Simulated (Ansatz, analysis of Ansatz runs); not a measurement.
# A hop of H in MgH2 (P4_2/mnm), charge +1, part 2 of 2

Wanted: path and barrier of a jump of H in MgH2 (P4_2/mnm) at charge +1. The case: V_H hop (2.5 Å), in a cell of 96 host atoms with 1 H taken out.

Ansatz 0.2.0; plane-wave PAW DFT, PBEsol; nudged elastic band between two relaxed defect structures at fixed charge in a uniform background.

So far: Starting point; Relaxation of the start point, charge +1; Relaxation of the end point, charge +1.

### 4. Nudged elastic band, charge +1

3 movable images are laid between the ends on a pair-potential path, which keeps atoms from colliding in the first guess. Each image feels the true force across the path and a spring force along it. The highest image is set to climb to the top of the path.

This step: plane-wave PAW DFT, PBEsol; nudged elastic band between two relaxed defect structures at fixed charge in a uniform background.

The input, qp1_c96k1s.neb/input.yaml:

```yaml
crystal:
  lattice:
    - [0.0, 8.95437022, 6.01548098]
    - [8.95437022, 0.0, 6.01548098]
    - [8.95437022, 8.95437022, 0.0]
  atoms:
    - { symbol: Mg, position: [0.1209847, 0.12063641, 0.12849687] }
    - { symbol: Mg, position: [0.37339563, 0.37305404, 0.37132958] }
    - { symbol: Mg, position: [9.2e-07, -0.00030346, 0.00055377] }
    - { symbol: Mg, position: [0.24746509, 0.24717594, 0.25661823] }
    - { symbol: H, position: [-0.00013407, -0.00045211, 0.34904819] }
    - { symbol: H, position: [0.23876297, 0.23831648, 0.11512747] }
    - { symbol: H, position: [0.22224142, 0.02578037, 0.3771081] }
    - { symbol: H, position: [0.47107215, 0.27727598, 0.12004617] }
    - { symbol: H, position: [-5.618e-05, -0.00039614, 0.15132163] }
    - { symbol: H, position: [0.24741715, 0.24720416, 0.40603404] }
    - { symbol: H, position: [0.02609433, 0.22189591, 0.37701048] }
    - { symbol: H, position: [0.27761265, 0.47079064, 0.11999811] }
    - { symbol: Mg, position: [0.12486282, 0.12456586, 0.62876812] }
    - { symbol: Mg, position: [0.36151603, 0.36116384, 0.90659889] }
    - { symbol: Mg, position: [4.579e-05, -0.00030638, 0.5020834] }
    - { symbol: Mg, position: [0.25102965, 0.25084544, 0.75313162] }
    - { symbol: H, position: [-0.00022832, -0.00054333, 0.84975535] }
    - { symbol: H, position: [0.25396849, 0.25349688, 0.59656111] }
    - { symbol: H, position: [0.22319608, 0.0282124, 0.87475991] }
    - { symbol: H, position: [0.47703535, 0.28402041, 0.62853057] }
    - { symbol: H, position: [-7.7e-06, -0.00025837, 0.65505301] }
    - { symbol: H, position: [0.24973912, 0.24943825, 0.90715655] }
    - { symbol: H, position: [0.02844586, 0.22293035, 0.87463104] }
    - { symbol: H, position: [0.28431093, 0.4767829, 0.62827016] }
    - { symbol: Mg, position: [0.12428785, 0.6247921, 0.12418642] }
    - { symbol: Mg, position: [0.37397213, 0.8746587, 0.37575696] }
    - { symbol: Mg, position: [-0.0010316, 0.49883388, 6.455e-05] }
    - { symbol: Mg, position: [0.25068778, 0.74878509, 0.24892824] }
    - { symbol: H, position: [-0.00012004, 0.50000723, 0.34704353] }
    - { symbol: H, position: [0.25153196, 0.74806217, 0.09596765] }
    - { symbol: H, position: [0.22359951, 0.52619564, 0.37319326] }
    - { symbol: H, position: [0.47332646, 0.77598697, 0.12307546] }
    - { symbol: H, position: [-0.00206219, 0.49952637, 0.15256505] }
    - { symbol: H, position: [0.25499034, 0.74431473, 0.4021877] }
    - { symbol: H, position: [0.02800432, 0.72256014, 0.37391062] }
    - { symbol: H, position: [0.27681608, 0.97139119, 0.12534138] }
    - { symbol: Mg, position: [0.12498791, 0.62579914, 0.62464609] }
    - { symbol: Mg, position: [0.37473561, 0.87546651, 0.87363142] }
    - { symbol: Mg, position: [0.00094762, 0.50039623, 0.4982443] }
    - { symbol: Mg, position: [0.2483735, 0.75118154, 0.74912831] }
    - { symbol: H, position: [0.00126811, 0.4988547, 0.84699658] }
    - { symbol: H, position: [0.24800083, 0.75188248, 0.59780837] }
    - { symbol: H, position: [0.2285082, 0.52434242, 0.8682072] }
    - { symbol: H, position: [0.47502622, 0.77124046, 0.62147489] }
    - { symbol: H, position: [0.00144381, 0.49999849, 0.65066474] }
    - { symbol: H, position: [0.25275072, 0.74682003, 0.90058726] }
    - { symbol: H, position: [0.02705301, 0.72084473, 0.87691165] }
    - { symbol: H, position: [0.27883332, 0.97253492, 0.62530277] }
    - { symbol: Mg, position: [0.62510611, 0.12399426, 0.12417114] }
    - { symbol: Mg, position: [0.87499736, 0.37364791, 0.37574958] }
    - { symbol: Mg, position: [0.49917179, -0.00139349, 8.969e-05] }
    - { symbol: Mg, position: [0.74912343, 0.25041033, 0.2489062] }
    - { symbol: H, position: [0.50038496, -0.00050588, 0.34704275] }
    - { symbol: H, position: [0.74838681, 0.25126009, 0.09594495] }
    - { symbol: H, position: [0.72291975, 0.02770306, 0.37386982] }
    - { symbol: H, position: [0.97174224, 0.27648204, 0.12532388] }
    - { symbol: H, position: [0.49983712, -0.00237012, 0.15256696] }
    - { symbol: H, position: [0.74452861, 0.25475759, 0.40222313] }
    - { symbol: H, position: [0.52653903, 0.2232677, 0.37319858] }
    - { symbol: H, position: [0.77633208, 0.47302048, 0.12320824] }
    - { symbol: Mg, position: [0.62611263, 0.12468255, 0.62469695] }
    - { symbol: Mg, position: [0.87573289, 0.37447207, 0.87361315] }
    - { symbol: Mg, position: [0.50072063, 0.00063197, 0.49826248] }
    - { symbol: Mg, position: [0.75147449, 0.24803238, 0.74915737] }
    - { symbol: H, position: [0.49922442, 0.00088942, 0.8470205] }
    - { symbol: H, position: [0.75227662, 0.24765671, 0.5977905] }
    - { symbol: H, position: [0.72117575, 0.02670261, 0.87687812] }
    - { symbol: H, position: [0.9728257, 0.27852022, 0.62536466] }
    - { symbol: H, position: [0.50025284, 0.0012244, 0.65067606] }
    - { symbol: H, position: [0.74711036, 0.25246253, 0.90057995] }
    - { symbol: H, position: [0.52468386, 0.22813068, 0.86827034] }
    - { symbol: H, position: [0.77159337, 0.47467624, 0.6213895] }
    - { symbol: Mg, position: [0.62661843, 0.62629311, 0.11801161] }
    - { symbol: Mg, position: [0.8788763, 0.87854099, 0.37029263] }
    - { symbol: Mg, position: [0.49995634, 0.49963212, -0.00023579] }
    - { symbol: Mg, position: [0.74910518, 0.74877924, 0.25470672] }
    - { symbol: H, position: [0.50020304, 0.49992205, 0.33649833] }
    - { symbol: H, position: [0.74631647, 0.74606885, 0.10373714] }
    - { symbol: H, position: [0.71614257, 0.52296222, 0.38850074] }
    - { symbol: H, position: [0.97161581, 0.77649913, 0.12655574] }
    - { symbol: H, position: [0.49994559, 0.49944804, 0.14926024] }
    - { symbol: H, position: [0.74997938, 0.74942901, 0.40678259] }
    - { symbol: H, position: [0.52332984, 0.71577862, 0.38840213] }
    - { symbol: H, position: [0.77682094, 0.97131767, 0.12646252] }
    - { symbol: Mg, position: [0.63850565, 0.63813769, 0.62962257] }
    - { symbol: Mg, position: [0.8750285, 0.87469191, 0.87827274] }
    - { symbol: Mg, position: [0.50018422, 0.4997594, 0.4786922] }
    - { symbol: Mg, position: [0.75255785, 0.75228734, 0.75131583] }
    - { symbol: H, position: [0.50004906, 0.49973367, 0.84068997] }
    - { symbol: H, position: [0.76149955, 0.76113106, 0.59223235] }
    - { symbol: H, position: [0.72251225, 0.52847338, 0.86835804] }
    - { symbol: H, position: [0.97392488, 0.77758204, 0.62570414] }
    - { symbol: H, position: [0.75231304, 0.75187354, 0.9010167] }
    - { symbol: H, position: [0.52874086, 0.72222091, 0.86830476] }
    - { symbol: H, position: [0.77789889, 0.97360762, 0.62564523] }
total_charge: 1
basis:
  ecutwfc: 420
  xc_grid: 2
hamiltonian:
  xc: pbesol
kpoints:
  mp_grid: { grid: [1, 1, 1], shift: [0.25, 0.25, 0.25] }
scf:
  occupations: { method: fixed }
  max_iter: 120
output:
  forces: true
neb:
  images: 3
  f_tol: 0.04
  climbing: true
  initial_path: idpp
  max_iterations: 45
  order_check: false
  final_atoms:
    - { symbol: Mg, position: [0.12102151, 0.12068554, 0.12893995] }
    - { symbol: Mg, position: [0.37336719, 0.37302785, 0.38128395] }
[... 11 atom lines left out ...]
    - { symbol: Mg, position: [0.36150953, 0.36111498, 0.86948202] }
[... 7 atom lines left out ...]
    - { symbol: H, position: [0.23828423, 0.23811087, 0.90716354] }
[... 17 atom lines left out ...]
    - { symbol: Mg, position: [0.2485599, 0.75120944, 0.75018471] }
[... 2 atom lines left out ...]
    - { symbol: H, position: [0.22842578, 0.52460788, 0.87778249] }
    - { symbol: H, position: [0.47529792, 0.77119179, 0.63099983] }
[... 19 atom lines left out ...]
    - { symbol: Mg, position: [0.75159035, 0.24819332, 0.75018605] }
[... 6 atom lines left out ...]
    - { symbol: H, position: [0.52497641, 0.22804541, 0.87778805] }
    - { symbol: H, position: [0.7715302, 0.47495959, 0.63100724] }
[... 2 atom lines left out ...]
    - { symbol: Mg, position: [0.49977594, 0.499543, 0.02070615] }
[... 6 atom lines left out ...]
    - { symbol: H, position: [0.76136789, 0.76105965, 0.38404755] }
[... 2 atom lines left out ...]
    - { symbol: Mg, position: [0.63851966, 0.63817188, 0.59254234] }
[... 3 atom lines left out ...]
    - { symbol: H, position: [0.49995034, 0.49966193, 0.65869605] }
[... 5 atom lines left out ...]
    - { symbol: H, position: [0.77668431, 0.97114071, 0.62445955] }
```

On the command line:

```console
> ansatz run input.yaml --threads 32 --pin off --max-ram 84787MiB --backend cuda --events-out ev --progress --plain --runs-dir out --max-vram 78GiB
```

The job ended after 6.1 s (1 × NVIDIA GB200 with 32 threads of Arm Neoverse V2, shared host; peak memory 2 GiB; 22 s of CPU time).

The path, image by image:

```
image  path (Å)  energy (eV)       H89: x, y, z (Å)
    0     0.000       0.0000  12.003, 12.005, 6.014
    1     0.671       0.2120  11.654, 11.618, 6.014
    2     1.343       0.4050  11.221, 11.155, 6.013
    3     2.013       0.2120  10.759, 10.722, 6.012
    4     2.684       0.0000  10.372, 10.375, 6.013
```

Numbers from this step:

| Quantity | Value |
| --- | --- |
| free energy | -62191.8974 eV |
| barrier forward | 0.4043 eV |
| barrier backward | 0.4043 eV |
| end less start | -2.59e-6 eV |
| hop length | 2.306 Å |

Track of the atom that was set to move:

```
image  x (Å)  y (Å)  z (Å)  nearest neighbour  distance (Å)
    0     12  12.01  6.014                 Mg         1.903
    1  11.65  11.62  6.014                 Mg         1.808
    2  11.22  11.15  6.013                 Mg          1.75
    3  10.76  10.72  6.012                 Mg         1.807
    4  10.37  10.38  6.013                 Mg         1.901
```

The band met its tolerance of 0.04 eV/Å after 4 iterations, with image 2 on top (the start counts as 0). H89, which moves farthest between the ends, has 3 Mg at 1.90 to 2.01 Å nearest at the start and 2 Mg at 1.75 Å at the top.

### 5. Single point at the top of the path, PBEsol

A single point at the top of the band gives the levels near the gap and the populations there.

This step: plane-wave PAW DFT, PBEsol; single point of a defect supercell on a structure of the PBEsol path.

The input, qp1_c96k1s.top.probe/input.yaml:

```yaml
crystal:
  lattice:
    - [0.0, 8.95437022, 6.01548098]
    - [8.95437022, 0.0, 6.01548098]
    - [8.95437022, 8.95437022, 0.0]
  atoms:
    - { symbol: Mg, position: [0.11889247, 0.11872958, 0.13091739] }
    - { symbol: Mg, position: [0.37294596, 0.37265594, 0.37670792] }
[... 11 atom lines left out ...]
    - { symbol: Mg, position: [0.3552919, 0.35350401, 0.89508778] }
[... 25 atom lines left out ...]
    - { symbol: Mg, position: [0.25233005, 0.74729617, 0.74968104] }
[... 2 atom lines left out ...]
    - { symbol: H, position: [0.21606406, 0.52080245, 0.8815628] }
    - { symbol: H, position: [0.47879705, 0.78349711, 0.61783226] }
[... 19 atom lines left out ...]
    - { symbol: Mg, position: [0.74985614, 0.24984593, 0.74964283] }
[... 6 atom lines left out ...]
    - { symbol: H, position: [0.5228389, 0.21709306, 0.88009393] }
    - { symbol: H, position: [0.782458, 0.47688049, 0.61921449] }
[... 2 atom lines left out ...]
    - { symbol: Mg, position: [0.49953643, 0.49977673, 0.01288974] }
[... 9 atom lines left out ...]
    - { symbol: Mg, position: [0.64607229, 0.64452372, 0.60412131] }
[... 1 atom line left out ...]
    - { symbol: Mg, position: [0.49977274, 0.4999906, 0.48654685] }
[... 1 atom line left out ...]
    - { symbol: H, position: [0.49613219, 0.50348961, 0.7496775] }
    - { symbol: H, position: [0.75960963, 0.75859925, 0.58947241] }
[... 4 atom lines left out ...]
    - { symbol: H, position: [0.77723962, 0.97225006, 0.62490783] }
total_charge: 1
basis:
  ecutwfc: 420
  xc_grid: 2
hamiltonian:
  xc: pbesol
kpoints:
  mp_grid: { grid: [1, 1, 1], shift: [0.25, 0.25, 0.25] }
scf:
  occupations: { method: fixed }
  max_iter: 120
output:
  forces: true
  eigenvalues: true
  eigenstates: { localisation: true }
  populations: true
  write_density: true
  write_potential: true
  volumetric_format: npy
  elf: true
checkpoint:
  write: "../qp1_c96k1s.top.probe.run"
  compress: false
  write_wavefunctions: false
  write_every: 100000
```

Wall time 1.7 s (1 × NVIDIA GB200 with 32 threads); peak memory 1.4 GiB.

Numbers from this step:

```
free energy : -62191.8974 eV
```

From eigenstates.tsv, first k-point; energies on the run's zero. The participation number counts the atoms that a state is spread over, of 95; bands count from 0.

```
spin  band  energy (eV)  occupation  participation  largest share on  share
both   185        1.648        2.00           49.4               H17   0.05
both   186        1.695        2.00           43.0               H33   0.05
both   187        1.705        2.00           44.0               H94   0.04
both   188        1.821        2.00           40.6               H67   0.04
both   189        1.829        2.00           31.6               H47   0.07
both   190        1.913        2.00           35.0               H89   0.09
both   191        5.417        0.00           22.5               H89   0.15
both   192        5.682        0.00           88.6              Mg14   0.02
both   193        6.048        0.00           89.0              Mg76   0.02
both   194        6.163        0.00           85.1               H71   0.02
both   195        6.428        0.00           70.5              Mg75   0.03
```

Under PBEsol at one point at (¼, ¼, ¼), the highest filled state is spread over 35 of 95 atoms, and the lowest empty one, 3.50 eV above it, is spread over 23 of 95 atoms.

The distance between the highest filled and the lowest empty level goes from 3.27 eV at the start to 3.50 eV at the top.

### 6. Results

```yaml
barrier_forward: 0.40 eV
barrier_backward: 0.40 eV
end_less_start: 0.00 eV
hop_length: 2.31 Å
band_iterations_as_the_log_counts_them: 4
```

**Reading.** The top of the band lies 0.40 eV above the start and 0.40 eV above the end, which are alike in energy and neighbours. For hydrogen, zero-point energy and tunnelling change the rate much, so no rate follows from this barrier alone. At the top H89 stands 1.75 Å from its nearest Mg, 0.15 Å closer than at the start. The order of the top as a saddle was not checked for all atoms, so a bent path could be lower. No image-charge correction is applied; it largely cancels along a path if the charge stays localised alike. Limits: one k-point off the zone centre stands for the whole zone.

[Logs are printed without paths, hosts, clocks, repeated set-up lines and the standing remarks that a program may print on its own settings, such as how far it seeks lower states.]

[Hosts, paths, dates, database ids (printed as entryN), source tags and the programs' standing remarks are cut or masked in the printed files.]
